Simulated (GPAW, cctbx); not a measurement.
# By hand: from a DFT structure factor to an extinction distance in HfW3

HfW3, Pm-3n (no. 223), a = 5.1984 Å, b = 5.1984 Å, c = 5.1984 Å, α = 90.00°, β = 90.00°, γ = 90.00°.

| atom | mult. | x | y | z |
| --- | --- | --- | --- | --- |
| W1 | 6 | 0 | 1/2 | 1/4 |
| Hf1 | 2 | 1/2 | 1/2 | 1/2 |

The cell comes from substitution in a known structure type and wasn't matched to any measured phase.

A DFT run (GPAW, PBE, 450 eV, 5×5×5 k-points, Fermi–Dirac width 0.1 eV) gives the static X-ray structure factor of 021 as 244.767 e for the conventional cell; superposed free atoms give 245.335 e. **Problem.** Find the Fourier component V of the crystal potential and the two-beam extinction distance at 200 kV in both cases.

### 1. Geometry

The cell volume is Ω = 140.48 Å³ and d(021) = 2.3248 Å, so g = 1/d = 0.4301 Å⁻¹.

### 2. The nuclei

Electrons feel nuclei as well as electrons, so the nuclear charges are summed with the same phases.

Phase sums Σ exp(2πi h·x), turned so that the total is real and positive: W +4.000, Hf 0.000. Then F_Z = 74 × (+4.000) + 72 × (0.000) = 296.00 e. The electron term has the same sign for this reflection.

### 3. Mott–Bethe

Poisson's equation, term by term, gives V = (e/4πε₀)(F_Z − F)/(πΩg²), with e/4πε₀ = 14.3996 V Å.

The prefactor is 14.3996 × 2.3248²/(π × 140.48) = 0.17634 V per electron. Free atoms: (296.00 − 245.335) × 0.17634 = 8.934 V. Crystal: (296.00 − 244.767) × 0.17634 = 9.035 V. F changes by -0.23 % and V by +1.1 %: the same 0.57 e is measured against F_Z − F = 50.7 e in place of F = 245.3 e.

### 4. Extinction distance

In the two-beam case ξ = 1/(λU) with U = 2γm₀eV/h², that is ξ = 150.41 V Å²/(γλV).

At 200 kV, λ = 0.02508 Å and γ = 1.3914. Free atoms: ξ = 482 Å. Crystal: ξ = 477 Å. The thickness fringes go as sin²(πt/ξ), so the two patterns slip by a quarter of a period when t|1/ξ₁ − 1/ξ₀| = 1/4, at t ≈ 1076 nm, thicker than usual samples. Thermal motion, absorption and many-beam coupling, left out here, change a real pattern.

### 5. Answer

V(021) is 9.03 V against 8.93 V, and ξ is 477 against 482 Å. Limits: static atoms, two beams.
